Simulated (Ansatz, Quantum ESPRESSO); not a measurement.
# germanene, 1 layer: the energy at a withheld member of a series

Method. Quantum ESPRESSO 7.5, PBE, GBRV ultrasoft. Cell and atoms are first relaxed; each strained cell is then held and the atoms relax in it. A periodic run with 15 Å of vacuum in the starting cell gives the vacuum levels, and bands follow along a path. The bands are repeated with spin-orbit coupling and fully relativistic files. The series steps biaxial strain. Energies count from the lowest.

```
biaxial strain  energy (eV)
          -4 %       0.1014
          -3 %       0.0562
          -2 %       0.0247
          -1 %       0.0063
           1 %       0.0050
           2 %       0.0203
           3 %       0.0431
           4 %       0.0743
```

To predict: What is the energy at 0 %?

By hand: The rows at -1 % and 1 % give a slope of (0.0050 − (0.0063))/(1 − (−1)) = −0.00065, so a straight line gives 0.0057 eV. A parabola through these and the row at -2 % gives −0.0003 eV.

**The withheld run.** 0.0000 eV. The line misses by +0.0057 and the parabola by −0.0003 eV. The parabola does better.

**Limits.** Semilocal gaps are too small; the 1×1 cell can't ripple over many cells under compression as a free sheet would. These values are without spin-orbit coupling.

[Logs are printed without paths, hosts, clocks, repeated set-up lines and the standing remarks that a program may print on its own settings, such as how far it seeks lower states.]
